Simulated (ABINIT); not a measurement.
## AgCl (Fm-3m): bands and cutoff in G0W0 with ABINIT

Wanted: a converged G0W0 gap of AgCl (Fm-3m), or an estimate of the limit.

Main program and level: ABINIT 10.8.3; PBE and many-body steps on it, plane waves.

Most raw output is cut from this account.

### 1. The starting structure

The structure is cubic, space group Fm-3m (No. 225). The conventional cell has a = 5.545 Å, b = 5.545 Å, c = 5.545 Å, α = 90.00°, β = 90.00°, γ = 90.00°. Nearest to Ag lie 6 Cl at 2.77 Å. Nearest to Cl lie 6 Ag at 2.77 Å. Farther neighbours and most contacts between anions are not listed.

The cell and positions are those that the Materials Project relaxed with its own functionals (PBE, PBE+U or r2SCAN), kept fixed.

### 2. Empty states on the mesh, 6×6×6 mesh, 403 bands

This step: ABINIT 10.8.3; DFT, PBE, plane waves, norm-conserving pseudopotentials.

The sums over transitions need many empty states on a uniform mesh; this step solves for them.

Input file run.abi:

```
acell 3*1.0 Angstrom
rprim 
  0.000000000000 2.772662996800 2.772662996800
  2.772662996800 0.000000000000 2.772662996800
  2.772662996800 2.772662996800 0.000000000000
ntypat 2
znucl 47 17
natom 2
typat 1 2
xred 
  0.000000000000 0.000000000000 0.000000000000
  0.500000000000 0.500000000000 0.500000000000
pp_dirpath "pseudos"
pseudos "Ag.upf, Cl.upf"
ecut 37
ngkpt 6 6 6
nshiftk 1
shiftk 0 0 0
kptopt 1
chksymbreak 0
irdden 1
istwfk *1
nband 403
prtvol 0
optdriver 6
gwr_task "HDIAGO"
paral_kgb 0
occopt 1
indata_prefix "in"
outdata_prefix "out"
tmpdata_prefix "tmp"
```

The run is started by

```console
OMP_NUM_THREADS=1 mpirun -n 8 abinit run.abi > log
```

The job ended after 46 s (8 MPI ranks of Arm Neoverse V2, shared host; peak memory 4.7 GiB).

This step gave:

| Property | Result |
| --- | --- |
| gap | 0.9128 eV |
| k of the valence top | 0.5, 0, 0 |
| k of the conduction bottom | 0, 0, 0 |
| least direct gap | 3.230 eV |
| k points computed | 16 |
| lowest point of the top converged band, above the valence top | 238.2175 eV |

On this mesh the gap is 0.913 eV.

The density comes from a self-consistent run that is not shown.

### 3. Screening, 6×6×6 mesh, 60 bands, screening to 114.3 eV

The RPA dielectric matrix is built and inverted for each q.

This step: RPA screening on PBE, plane waves, norm-conserving pseudopotentials.

Changes to run.abi since step 2:

```diff
@@ -20,10 +20,11 @@
 chksymbreak 0
-irdden 1
 istwfk *1
-nband 403
-prtvol 0
-optdriver 6
-gwr_task "HDIAGO"
-paral_kgb 0
 occopt 1
+irdwfk 1
+optdriver 3
+nband 60
+ecuteps 4.2
+inclvkb 2
+awtr 1
+symchi 1
 indata_prefix "in"
```

It took 29 s on 8 MPI ranks; peak memory 1.6 GiB; 3.8 min of CPU time.

Numbers from this step:

- ε∞ with local fields, on this mesh, along the program's q direction: 4.961
- the same without local fields: 5.382
- plasma frequency: 29.00 eV
- plane waves in the screening matrix: 113

Local fields lower ε∞ by 8 %.

### 4. 60 bands, 114.3 eV

The self-energy is evaluated for the states that the input lists, and the levels follow from it, in one-shot runs by the linearised quasiparticle equation.

This step: G0W0 on PBE, plane waves, norm-conserving pseudopotentials.

Changes to run.abi since step 3:

```diff
@@ -23,8 +23,17 @@
 irdwfk 1
-optdriver 3
+optdriver 4
 nband 60
+gwcalctyp 0
+ecutsigx 37
+symsigma 1
+nkptgw 2
+kptgw 
+  0.5000000000 0.0000000000 0.0000000000
+  0.0000000000 0.0000000000 0.0000000000
+bdgw 
+  12 15
+  11 17
 ecuteps 4.2
-inclvkb 2
-awtr 1
-symchi 1
+irdscr 1
+ppmodel 1
 indata_prefix "in"
```

Run time: 4.2 s. Hardware: 8 MPI ranks; peak memory 1.3 GiB; 33 s of CPU time.

This step gave:

* G0W0 gap on the points computed: 2.076 eV
* starting gap on the mesh: 0.9128 eV
* k of the valence top: 0.5, 0, 0
* k of the conduction bottom: 0, 0, 0
* Z at the valence top: 0.799
* Z at the conduction bottom: 0.832
* least direct G0W0 gap on the computed points: 4.601 eV

The gap on the mesh goes from 0.91 eV to 2.08 eV, a correction of +1.16 eV.

### 5. Screening, 6×6×6 mesh, 169 bands, screening to 212.2 eV

This step: RPA screening on PBE, plane waves, norm-conserving pseudopotentials.

Changes to run.abi since step 4:

```diff
@@ -23,17 +23,8 @@
 irdwfk 1
-optdriver 4
-nband 60
-gwcalctyp 0
-ecutsigx 37
-symsigma 1
-nkptgw 2
-kptgw 
-  0.5000000000 0.0000000000 0.0000000000
-  0.0000000000 0.0000000000 0.0000000000
-bdgw 
-  12 15
-  11 17
-ecuteps 4.2
-irdscr 1
-ppmodel 1
+optdriver 3
+nband 169
+ecuteps 7.8
+inclvkb 2
+awtr 1
+symchi 1
 indata_prefix "in"
```

Elapsed: 2.9 min, on 8 MPI ranks; peak memory 2.9 GiB; 23 min of CPU time.

This step gave:

```yaml
eps_infinity_with_local_fields_on_this_mesh_along_the_program_s_q_direction: 4.945
the_same_without_local_fields: 5.410
plasma_frequency: 29.00 eV
plane_waves_in_the_screening_matrix: 307
```

### 6. 169 bands, 212.2 eV

This step: G0W0 on PBE, plane waves, norm-conserving pseudopotentials.

Changes to run.abi since step 5:

```diff
@@ -23,8 +23,17 @@
 irdwfk 1
-optdriver 3
+optdriver 4
 nband 169
+gwcalctyp 0
+ecutsigx 37
+symsigma 1
+nkptgw 2
+kptgw 
+  0.5000000000 0.0000000000 0.0000000000
+  0.0000000000 0.0000000000 0.0000000000
+bdgw 
+  12 15
+  11 17
 ecuteps 7.8
-inclvkb 2
-awtr 1
-symchi 1
+irdscr 1
+ppmodel 1
 indata_prefix "in"
```

It took 22 s on 8 MPI ranks; peak memory 3 GiB; 3 min of CPU time.

Numbers from this step:

| Quantity | Value |
| --- | --- |
| G0W0 gap on the points computed | 2.178 eV |
| starting gap on the mesh | 0.9128 eV |
| k of the valence top | 0.5, 0, 0 |
| k of the conduction bottom | 0, 0, 0 |
| Z at the valence top | 0.796 |
| Z at the conduction bottom | 0.831 |
| least direct G0W0 gap on the computed points | 4.747 eV |

Against G0W0 in ABINIT (6×6×6 mesh, 60 bands, screening to 114.3 eV, Godby-Needs plasmon pole), the gap moves by +0.102 eV.

### 7. Screening, 6×6×6 mesh, 395 bands, screening to 326.5 eV

This step: RPA screening on PBE, plane waves, norm-conserving pseudopotentials.

Changes to run.abi since step 6:

```diff
@@ -23,17 +23,8 @@
 irdwfk 1
-optdriver 4
-nband 169
-gwcalctyp 0
-ecutsigx 37
-symsigma 1
-nkptgw 2
-kptgw 
-  0.5000000000 0.0000000000 0.0000000000
-  0.0000000000 0.0000000000 0.0000000000
-bdgw 
-  12 15
-  11 17
-ecuteps 7.8
-irdscr 1
-ppmodel 1
+optdriver 3
+nband 395
+ecuteps 12
+inclvkb 2
+awtr 1
+symchi 1
 indata_prefix "in"
```

Run time: 13 min. Hardware: 8 MPI ranks; peak memory 6.1 GiB; 1.7 h of CPU time.

This step gave:

```
ε∞ with local fields, on this mesh, along the program's q direction : 4.941
the same without local fields                                       : 5.412
plasma frequency                                                    : 29.00 eV
plane waves in the screening matrix                                 : 537
```

### 8. 395 bands, 326.5 eV

This step: G0W0 on PBE, plane waves, norm-conserving pseudopotentials.

Changes to run.abi since step 7:

```diff
@@ -23,8 +23,17 @@
 irdwfk 1
-optdriver 3
+optdriver 4
 nband 395
+gwcalctyp 0
+ecutsigx 37
+symsigma 1
+nkptgw 2
+kptgw 
+  0.5000000000 0.0000000000 0.0000000000
+  0.0000000000 0.0000000000 0.0000000000
+bdgw 
+  12 15
+  11 17
 ecuteps 12
-inclvkb 2
-awtr 1
-symchi 1
+irdscr 1
+ppmodel 1
 indata_prefix "in"
```

Run time: 2.2 min. Hardware: 8 MPI ranks; peak memory 6.7 GiB.

Numbers from this step:

```
G0W0 gap on the points computed              : 2.296 eV
starting gap on the mesh                     : 0.9128 eV
k of the valence top                         : 0.5, 0, 0
k of the conduction bottom                   : 0, 0, 0
least direct G0W0 gap on the computed points : 4.848 eV
```

Against G0W0 in ABINIT (6×6×6 mesh, 169 bands, screening to 212.2 eV, Godby-Needs plasmon pole), the gap moves by +0.118 eV.

### 9. Side by side

Times are wall times on 8 MPI ranks of Arm Neoverse V2, shared host, good to a factor of about two. A run's time includes the screening step that it read.

```csv
run,mesh,bands,screening cutoff (eV),DFT gap (eV),gap on the mesh (eV),direct (eV),ε∞ used,time
"60 bands, 114.3 eV",6×6×6,60,114.3,0.913,2.076,4.601,4.96,33 s
"169 bands, 212.2 eV",6×6×6,169,212.2,0.913,2.178,4.747,4.94,3.2 min
"395 bands, 326.5 eV",6×6×6,395,326.5,0.913,2.296,4.848,4.94,15 min
```

### 10. What came out

```
60 bands, 114.3 eV  : 2.076 eV
169 bands, 212.2 eV : 2.178 eV
395 bands, 326.5 eV : 2.296 eV
known limits        : not at the basis limit; d shell near the gap, gap tends to lie low; no spin-orbit coupling; coarse k mesh
```

**Reading.** From the first rung to the last the gap moves by +0.22 eV for 27 times the time. The steps are not yet shrinking, so no limit is drawn. In the G0W0 runs levels were corrected at 2 k points alone, so a gap called «on the mesh» is the least over those, and an edge elsewhere would be missed. The 6×6×6 mesh is coarse for this cell, which bears on the long-range parts of exchange and screening. A d shell, filled or nearly so, lies near the gap. One-shot GW converges very slowly in bands there, not always from below, and on a semilocal start the gap tends to come out low; starts rich in exact exchange can overshoot instead. The many-body steps are scalar-relativistic: spin-orbit coupling is not in them.

[Paths, hosts, dates, memory and timing lines, banners, echoed tables and standing remarks are left out of the program output.]

[Logs are printed without paths, hosts, clocks, repeated set-up lines and the standing remarks that a program may print on its own settings, such as how far it seeks lower states.]

[Runs of the session that timed out or met a known fault of the program may be left out.]

[Hosts, paths, dates, database ids (printed as entryN), source tags and the programs' standing remarks are cut or masked in the printed files.]

[G0W0 gaps are taken among the corrected bands and points alone; a level outside them can change the order at an edge.]

[Where Ansatz stands beside ABINIT at settings called matched, ABINIT's density can come from a denser mesh and the files from another edition; pairs whose starting gaps differed by over 0.03 eV were left out, so agreement reads better than it is.]
